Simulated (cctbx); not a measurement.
## Absolute structure of K6ScSe4

Space group P6_3mc (no. 186), a = 10.2560 Å, b = 10.2560 Å, c = 7.9590 Å, α = 90.00°, β = 90.00°, γ = 120.00°.

```csv
atom,mult.,x,y,z,Ueq (Å²)
Se1,6,0.8040,0.6079,0.6446,0.0135
Se2,2,2/3,1/3,0.0778,0.0112
Sc1,2,2/3,1/3,0.7450,0.0143
K1,6,0.8572,0.7144,0.0530,0.0166
K2,6,0.4660,0.9320,0.8676,0.0130
```

The model was made for the exercise: a known structure type with other elements put in, its volume estimated, not relaxed; displacement parameters are assumed.

Data sets are simulated with cctbx and refined with Bijvoet mates kept apart; Flack x is then fitted as the share of an inverted twin with the atoms fixed, Hooft y from the Bijvoet differences. The group is acentric but holds improper operations, so there is an absolute structure (orientation) and no hand.

Untwinned crystal. What Flack and Hooft values should come out?

```
  λ (Å)  extinction (unmodelled)  d min (Å)  top counts  error (%)     model      R1  Flack x   s.u.  Hooft y   s.u.  pairs
0.71073                        0       0.77       20000          6  as given  0.0119   -0.008  0.007   -0.004  0.008    302
0.71073                        0       0.77       20000          6  inverted  0.0504    0.977   0.01    1.027  0.009    302
1.54184                      0.3       0.83       40000          2  as given  0.0076    0.018  0.007    0.004  0.007    242
```

With Mo Kα, x is within 3 s.u. of 0, so the absolute structure is right. With Cu Kα, x is within 3 s.u. of 0, so the absolute structure is right. Inverting the model turns x into about 1 − x.

A further crystal gives:

| λ (Å) | extinction (unmodelled) | d min (Å) | top counts | error (%) | model | R1 | Flack x | s.u. | Hooft y | s.u. | pairs |
| --- | --- | --- | --- | --- | --- | --- | --- | --- | --- | --- | --- |
| 0.71073 | 0 | 0.84 | 70000 | 2 | as given | 0.0085 | 0.144 | 0.004 | 0.152 | 0.004 | 233 |

**Question.** What is it?

It was simulated as an inversion twin with a fraction 0.15 of the inverted domain. Flack x is over 3 s.u. from both 0 and 1 and reads that fraction.

[Logs are printed without paths, hosts, clocks, repeated set-up lines and the standing remarks that a program may print on its own settings, such as how far it seeks lower states.]
